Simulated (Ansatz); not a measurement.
## Quasiparticle gap of ZnWO4 (P2/c)

Aim: the quasiparticle gap of ZnWO4 (P2/c), starting from LDA.

Program: Ansatz 0.2.0. Level of theory: LDA, then G0W0 on it, plane waves, PAW. Results are calculated unless marked as measured.

**The experiments to reproduce.**

- Gap 3.9 eV: direct gap from absorption edge with Urbach fit (lower value of the range); optical absorption; 300 K; bulk crystal (thin cleaved platelet of Czochralski crystal, 10-30 um thick) (“Optical absorption of divalent metal tungstates: Correlation between the band-gap energy and the cation ionic radius”, 2008, arxiv:0807.2115).

## (1) Set-up

Symmetry: P2/c, No. 13, monoclinic system. Conventional cell: a = 4.699 Å, b = 5.729 Å, c = 4.937 Å, α = 90.00°, β = 90.61°, γ = 90.00°. Nearest to Zn lie 6 O at 2.03 to 2.23 Å. W has 6 O at 1.80 to 2.14 Å nearest. Nearest to O lie 2 W at 1.92 to 2.14 Å and 1 Zn at 2.03 Å. O has 1 W at 1.80 Å and 2 Zn at 2.09 to 2.23 Å nearest. Farther neighbours and most contacts between anions are not listed.

Coordinates:

```cif
data_structure
_symmetry_space_group_name_H-M 'P2/c'
_symmetry_Int_Tables_number 13
_cell_length_a 4.6986
_cell_length_b 5.7293
_cell_length_c 4.9367
_cell_angle_alpha 90.000
_cell_angle_beta 90.615
_cell_angle_gamma 90.000
_cell_volume 132.89
loop_
_atom_site_label
_atom_site_type_symbol
_atom_site_symmetry_multiplicity
_atom_site_Wyckoff_symbol
_atom_site_fract_x
_atom_site_fract_y
_atom_site_fract_z
_atom_site_occupancy
Zn1 Zn 2 f 0.50000 0.68400 0.25000 1
W1 W 2 e 0.00000 0.18258 0.25000 1
O1 O 4 g 0.21690 0.10510 0.93630 1
O2 O 4 g 0.25650 0.37770 0.39960 1
```

The cell and positions come from the Crystallography Open Database and are kept as given unless a step says otherwise. Spin-orbit coupling is left out unless a step names it. The default PAW set here is soft_2. Its files were made with PBE.

## (2) Bands along the symmetry lines

Levels along a band path and on the mesh show where this functional puts the band edges.

This step: DFT, LDA, plane waves, PAW.

input.yaml reads:

```yaml
crystal:
  lattice:
    - [4.6986, 0.0, 0.0]
    - [0.0, 5.7293, 0.0]
    - [-0.052988409, 0.0, 4.9364156144]
  atoms:
    - { symbol: Zn, position: [0.5, 0.684, 0.25] }
    - { symbol: Zn, position: [0.5, 0.316, 0.75] }
    - { symbol: W, position: [0.0, 0.18258, 0.25] }
    - { symbol: W, position: [0.0, 0.81742, 0.75] }
    - { symbol: O, position: [0.2169, 0.1051, 0.9363] }
    - { symbol: O, position: [0.7831, 0.1051, 0.5637] }
    - { symbol: O, position: [0.7831, 0.8949, 0.0637] }
    - { symbol: O, position: [0.2169, 0.8949, 0.4363] }
    - { symbol: O, position: [0.2565, 0.3777, 0.3996] }
    - { symbol: O, position: [0.7435, 0.3777, 0.1004] }
    - { symbol: O, position: [0.7435, 0.6223, 0.6004] }
    - { symbol: O, position: [0.2565, 0.6223, 0.8996] }
kpoints:
  mp_grid: { grid: [6, 4, 6] }
  band_path:
    path:
      - [0.0, 0.0, 0.0]
      - [0.0, 0.5, 0.0]
      - [0.0, 0.5, 0.5]
      - [0.0, 0.0, 0.5]
      - [0.0, 0.0, 0.0]
      - [-0.5, 0.0, 0.5]
      - [-0.5, 0.5, 0.5]
      - [0.0, 0.5, 0.0]
      - [-0.5, 0.5, 0.0]
      - [-0.5, 0.0, 0.0]
      - [0.0, 0.0, 0.0]
    npoints: 10
hamiltonian:
  xc: lda
scf:
  occupations: { method: fermi_dirac, width: 0.02 }
  n_extra_bands: 8
output:
  eigenvalues: true
  forces: true
  stress: true
  write_density: true
  write_potential: true
  elf: true
  volumetric_format: npy
```

Run with:

```
$ ansatz run input.yaml --threads 3 --pin off --max-ram 92160MiB --backend cuda --events-out ev --progress --plain --runs-dir out --devices 1 --max-vram 13GiB
```

Numbers of over 12 decimals in the logs are rounded to 6 here.

The log of the run:

```text
scf.n_extra_bands = 8 over 50 filled bands (N_el = 100.0): the run solves 58 bands
GPUs: using 1 of 1 available (devices: 1).
Engine: ansatz 0.2.0, x86_64-unknown-linux-gnu
Pseudopotentials: kind: paw
Pseudopotential: Zn, paw, valence charge 12, recommended cutoff 420 eV (normal), Zn.paw.azcp
Pseudopotential: W, paw, valence charge 14, recommended cutoff 420 eV (normal), W.paw.azcp
Pseudopotential: O, paw, valence charge 6, recommended cutoff 420 eV (normal), O.paw.azcp
Functional definition: SPW92
  exchange = slater_x
  correlation = pw_c
device memory: the entry about to start is reckoned to put 3.5 GiB on a device that reports 71.9 GiB free (of which the cap on the GPU budget leaves the run 13.0 GiB)
GPU FFT provider: cuFFT
GPU libraries: cuBLAS 13.8.2, cuFFT 12.4.0, cuSOLVER 12.3.4
Crystal: 12 atoms, lattice volume = 132.887 Å³
Basis set: ecut = 420 eV, 2605 PW (Γ)
Bands: 58, of which v1, the nominal top of the filled ones, is band 50 counted from 1 (49 counted from 0)
Symmetry: 4 space group operations
Space group: P2/c (ITA 13), of the structure as read, at distance tolerance 5.1e-5 Å
k-points: 60 of 144
Non-local potential: Zn, projectors of the file, l = 0: 2, l = 1: 2, l = 2: 3, l = 3: 1
Non-local potential: W, projectors of the file, l = 0: 3, l = 1: 2, l = 2: 2, l = 3: 1
Non-local potential: O, projectors of the file, l = 0: 2, l = 1: 2, l = 2: 1
PAW form: soft (Blöchl's): semilocal exchange-correlation on the pseudo side does not see the compensation charge
PAW frozen core: Zn, regenerated for the run's functional, and the local potential with it (the file was generated under x = pbe(κ = 0.804, μ = 0.219515), c = pbe(β = 0.066725))
PAW frozen core: W, regenerated for the run's functional, and the local potential with it (the file was generated under x = pbe(κ = 0.804, μ = 0.219515), c = pbe(β = 0.066725))
PAW frozen core: O, regenerated for the run's functional, and the local potential with it (the file was generated under x = pbe(κ = 0.804, μ = 0.219515), c = pbe(β = 0.066725))
PAW one-centre angular grid: Zn, 590 points (default); XC on 64 Gauss nodes
PAW one-centre angular grid: W, 590 points (default); XC on 64 Gauss nodes
PAW one-centre angular grid: O, 110 points (default); XC on 64 Gauss nodes
Initial density: superposition of atomic densities (neutral atoms: chi_scale 0, normalization atom), corrected by the library's trained network
Initial wavefunctions: pseudopotential atomic-orbital guess
GPU buffer pool allocated for 46080 grid points (all kernels)
GPU transforms: local potential and band sums: pruned to the plane-wave sphere, on 32×40×36
Functional: x = slater, c = lda
SCF iter   1: F=—  HF=-31197.959205 eV  |F-HF|=—  |Δ(HF+E_count)|=         —  Δρ=2.17e-2  dr2=5.78e-1  ethr=1.77e-3  ⟨swp⟩=6.6  Hψ=13661  notcnv=0
preconditioner: auto → Resta (q_TF=auto, 2.602 Å⁻¹)  ε∞=9.3  [insulator: Δε(μ)=2.608 eV  Ē_g=10.270 eV  σ=0.020 eV  W_gap=1.00  n_scr=38 (ndim 8)  ℏωp=29.5 eV  f_vac=0.028  D(μ)=0.00/eV (n_scr^D=0)  ε∞_Penn≈9.3]
SCF iter   2: F=—  HF=-31197.840797 eV  |F-HF|=—  |Δ(HF+E_count)|=   1.18e-1  Δρ=6.49e-3  dr2=5.68e-2  ethr=5.78e-4  ⟨swp⟩=2.1  Hψ=6395  notcnv=0  defer=110
SCF iter   3: F=—  HF=-31197.831505 eV  |F-HF|=—  |Δ(HF+E_count)|=   9.29e-3  Δρ=2.86e-3  dr2=8.72e-3  ethr=5.68e-5  ⟨swp⟩=2.0  Hψ=5780  notcnv=0  defer=110
SCF iter   4: F=—  HF=-31197.829716 eV  |F-HF|=—  |Δ(HF+E_count)|=   1.79e-3  Δρ=1.40e-3  dr2=2.53e-3  ethr=8.72e-6  ⟨swp⟩=2.0  Hψ=5861  notcnv=0  defer=110
SCF iter   5: F=—  HF=-31197.829297 eV  |F-HF|=—  |Δ(HF+E_count)|=   4.20e-4  Δρ=2.95e-4  dr2=7.55e-5  ethr=2.53e-6  ⟨swp⟩=2.0  Hψ=5406  notcnv=0  defer=110
SCF iter   6: F=—  HF=-31197.829398 eV  |F-HF|=—  |Δ(HF+E_count)|=   1.01e-4  Δρ=1.18e-4  dr2=1.61e-5  ethr=7.55e-8  ⟨swp⟩=2.0  Hψ=6100  notcnv=0  defer=110
SCF iter   7: F=—  HF=-31197.829394 eV  |F-HF|=—  |Δ(HF+E_count)|=   4.03e-6  Δρ=4.58e-5  dr2=4.29e-6  ethr=1.61e-8  ⟨swp⟩=2.0  Hψ=5363  notcnv=0  defer=110
SCF iter   8: F=—  HF=-31197.829393 eV  |F-HF|=—  |Δ(HF+E_count)|=   2.67e-7  Δρ=1.65e-5  dr2=3.07e-7  ethr=4.29e-9  ⟨swp⟩=2.1  Hψ=5540  notcnv=0  defer=110
SCF iter   9: F=-31197.829393 eV  HF=-31197.829393 eV  |F-HF|=6.74e-9  |Δ(HF+E_count)|=   1.00e-8  Δρ=4.34e-6  dr2=3.58e-8  ethr=1.00e-10  ⟨swp⟩=16.5  Hψ=38557  notcnv=0
SCF 1 converged in 9 iterations: F = -31197.829393 eV  dr2 = 3.58e-8
  greatest PAW one-centre occupation: 1.000 electrons in one spin orbital (limit 2), on the W atom at site 3 (counted from 0), in its partial waves of l = 0
device memory: the entry about to start is reckoned to put 2.7 GiB on a device that reports 74.8 GiB free (of which the cap on the GPU budget leaves the run 13.0 GiB)
NSCF: frozen V_eff on 101 k-points
SCF converged after 9 iterations
Free energy (F): -31197.829393 eV
Harris-Foulkes:  -31197.829393 eV  (|F-HF|=6.74e-9)
Internal energy: -31197.829393 eV  (E = F + TS)
E sigma→0 (E₀):  -31197.829393 eV
Fermi energy:    9.651085 eV
--- Per-component energies (eV) ---
  E_band       = -417.684159
  E_kinetic    = 2543.575597
  E_local      = -7885.234386  (includes V_loc(G=0)·N_el)
  E_nonlocal   = 1653.989698
  E_hartree    = 2978.151715
  E_xc         = -1370.916955
  E_vxc        = -1317.795093  (∫ρ·V_xc dr)
  E_paw        = -21318.795427  (= ΣΔE_a)
  E_vpaw       = -1368.548987  (= ΣTr[D̂ρ^β])
  E_aug_tail   = 0.019115  (compensation charges beyond the density's cutoff)
  E_ewald      = -7803.074710
  E_core_change = 4.455960  (= ΣΔE_core)
  E_smearing   = -0.000000  (= −TS)
  E_closure    = 0.000000  (closes the sum)
  Σ components = -31197.829393   (vs F -31197.829393, Δ=0.00e0)
--- Forces (eV/Å), atoms counted from 1 ---
  atom   1  Zn     0.00000000    -0.13784255     0.00000000
  atom   2  Zn     0.00000000     0.13784255     0.00000000
  atom   3  W      0.00000000     0.06903429     0.00000000
  atom   4  W      0.00000000    -0.06903429     0.00000000
  atom   5  O     -0.23848844     0.02829202     0.07877290
  atom   6  O      0.23848844     0.02829202    -0.07877290
  atom   7  O      0.23848844    -0.02829202    -0.07877290
  atom   8  O     -0.23848844    -0.02829202     0.07877290
  atom   9  O     -0.07131366    -0.24308614     0.02418840
  atom  10  O      0.07131366    -0.24308614    -0.02418840
  atom  11  O      0.07131366     0.24308614    -0.02418840
  atom  12  O     -0.07131366     0.24308614     0.02418840
  max |Σ_I F_I| component: 1.04e-17 eV/Å
--- Stress (GPa, compression-positive) ---
       -9.193881       0.000000       0.112271
        0.000000      -8.428396       0.000000
        0.112271       0.000000      -9.289501
  P = ⅓ Tr σ = -8.9706 GPa (-89.706 kbar)
--- Band table (eV; the first three rows and the last of 60) ---
  k-point 0: bands = [... 46 lower, 7.5121, 7.8571, 7.9296, 7.9520, 11.5248, 11.9787, 12.0117, 12.0197, ... 4 higher]
  k-point 1: bands = [... 46 lower, 7.5529, 7.7874, 7.9279, 8.1230, 11.6242, 11.7667, 11.9212, 11.9980, ... 4 higher]
  k-point 2: bands = [... 46 lower, 7.5822, 7.7438, 8.0212, 8.1766, 11.5509, 11.7189, 11.9213, 11.9493, ... 4 higher]
  k-point 59: bands = [... 46 lower, 7.3362, 7.3362, 7.8667, 7.8667, 11.8345, 11.8345, 12.0850, 12.0850, ... 4 higher]
```

The job ended after 8.7 s (1 × NVIDIA H100 80GB HBM3 (shared by 6 runs) with 3 threads of AMD EPYC 7R13 (Zen 3), shared host; peak memory 1.1 GiB; 9.8 s of CPU time).

This step gave:

```
pressure             : -8.971 GPa
filled bands         : 50
gap                  : 2.853 eV
valence top at       : Z
conduction bottom at : Z
least direct gap     : 2.853 eV
```

Over mesh and path the gap is 2.853 eV, direct, at k = (0.000, 0.500, 0.000). The pressure in this cell is -9 GPa; the cell is kept.

The electronic bands at the labelled points (eV, zero at the top of the highest nominally filled band):

| point | band 47 | band 48 | band 49 | band 50 | band 51 | band 52 | band 53 | band 54 |
| --- | --- | --- | --- | --- | --- | --- | --- | --- |
| Γ | -0.69 | -0.35 | -0.28 | -0.25 | 3.32 | 3.77 | 3.81 | 3.82 |
| halfway | -0.64 | -0.48 | -0.40 | -0.09 | 3.10 | 3.54 | 3.94 | 4.13 |
| Z | -0.64 | -0.51 | -0.50 | 0.00 | 2.85 | 3.78 | 3.92 | 4.13 |
| halfway | -0.76 | -0.60 | -0.29 | -0.19 | 3.02 | 3.81 | 3.93 | 4.05 |
| D | -0.61 | -0.61 | -0.27 | -0.27 | 3.34 | 3.34 | 3.97 | 3.97 |
| halfway | -0.56 | -0.56 | -0.15 | -0.15 | 3.34 | 3.34 | 4.00 | 4.00 |
| B | -0.52 | -0.52 | -0.11 | -0.11 | 3.36 | 3.36 | 3.80 | 3.80 |
| halfway | -0.64 | -0.45 | -0.24 | -0.02 | 3.43 | 3.52 | 3.67 | 3.76 |
| Γ | -0.69 | -0.35 | -0.28 | -0.25 | 3.32 | 3.77 | 3.81 | 3.82 |
| halfway | -0.74 | -0.42 | -0.31 | -0.02 | 3.34 | 3.41 | 3.81 | 3.98 |
| A | -0.42 | -0.42 | -0.20 | -0.20 | 3.63 | 3.63 | 3.91 | 3.91 |
| halfway | -0.59 | -0.59 | -0.26 | -0.26 | 3.67 | 3.67 | 3.86 | 3.86 |
| E | -0.87 | -0.87 | -0.34 | -0.34 | 3.63 | 3.63 | 3.88 | 3.88 |
| halfway | -0.75 | -0.74 | -0.30 | -0.27 | 3.10 | 3.55 | 3.92 | 3.97 |
| Z | -0.64 | -0.51 | -0.50 | 0.00 | 2.85 | 3.78 | 3.92 | 4.13 |
| halfway | -0.70 | -0.69 | -0.33 | -0.27 | 3.11 | 3.76 | 3.91 | 4.28 |
| C2 | -0.66 | -0.66 | -0.44 | -0.24 | 3.40 | 3.75 | 3.81 | 4.12 |
| halfway | -0.69 | -0.44 | -0.42 | -0.16 | 3.45 | 3.66 | 3.72 | 4.11 |
| Y2 | -0.42 | -0.28 | -0.19 | -0.14 | 3.55 | 3.60 | 3.60 | 4.05 |
| halfway | -0.70 | -0.57 | -0.22 | -0.18 | 3.44 | 3.67 | 3.70 | 3.85 |
| Γ | -0.69 | -0.35 | -0.28 | -0.25 | 3.32 | 3.77 | 3.81 | 3.82 |

Electrostatic potential energy in the ab plane at fractional z = 0.250, with atoms of Zn and W within 0.2 Å of it. With pseudopotentials it is smooth inside the atoms' cores, unlike the true potential.

Ten even steps from '_' (-51 eV) to '@' (15 eV), each cell a mean:
```
%%@@@@@@@@@@@@@@@@@@@@@@@@%%
@@@@@@@@@@@@@@@@@@@@@@@@@@@@
@@@@@@@@@@%%####%%@@@@@@@@@@
@@@@@@@@%%**====++##@@@@@@@@
@@@@@@@@##==--::--**%%@@@@@@
@@@@@@@@##==::::--++%%@@@@@@
@@@@@@@@%%**==--==##@@@@@@@@
@@@@@@@@@@%%##**##%%@@@@@@@@
@@@@@@@@@@@@@@@@@@@@@@@@@@@@
@@@@@@%%@@@@@@@@@@@@%%@@@@@@
####%%%%%%@@@@@@@@@@%%%%%%##
::==**%%@@@@@@@@@@@@%%##++--
__..==##@@@@@@@@@@@@%%**::__
____--##@@@@@@@@@@@@%%++..__
____--##@@@@@@@@@@@@%%**::__
..--**%%@@@@@@@@@@@@@@##++::
**##%%@@@@@@@@@@@@@@@@%%##**
```
Columns run along a (4.7 Å; values clipped at the 3rd and 97th percentile), rows up along b (5.7 Å). Atoms in or near the plane, at fractional coordinates: Zn at (0.50, 0.68), W at (0.00, 0.18).

Valence density in the ab plane at fractional z = 0.250, with atoms of Zn and W within 0.2 Å of it. It is the smooth field of the valence electrons, not physical close to the nuclei.

Ten steps, logarithmic in the rise over the least value, from '_' (0 e/Å³) to '@' (27 e/Å³), each cell a mean:
```
..........__________........
__..........______..........
____..........::..........__
______....::==++==::....____
________..==%%@@##--..______
________..==%%@@##--..______
________..--++**==::________
________....::::......______
____......................__
....::::::..____..::::::....
::::::--::..____..::----::::
====--::::..______..::----==
**++==::..________....--==**
****==::____________..--++**
****==..______________::++**
++==::..______________..--++
::::....____________......::
```
Columns run along a (4.7 Å), rows up along b (5.7 Å). Atoms in or near the plane, at fractional coordinates: Zn at (0.50, 0.68), W at (0.00, 0.18).

[end of part 1 of 3]

[Paths, hosts, dates, memory and timing lines, banners, echoed tables and standing remarks are left out of the program output.]

[Logs are printed without paths, hosts, clocks, repeated set-up lines and the standing remarks that a program may print on its own settings, such as how far it seeks lower states.]

[Runs of the session that timed out or met a known fault of the program may be left out.]

[Cells called generated may have been cut or substituted from an entry of the Crystallography Open Database or the Materials Project.]

[Hosts, paths, dates, database ids (printed as entryN), source tags and the programs' standing remarks are cut or masked in the printed files.]

[Where an RPA ε∞ is given, it is that of the G0W0 mesh and is not shown converged in it. Names of k-points follow the symmetry that the program found, which can be lower than the space group named. Band edges on a path are those of the sampled points; other points can move an edge, and change direct to indirect where valleys lie close.]

[Hybrid gaps are those of their k-mesh and are not shown converged in it.]
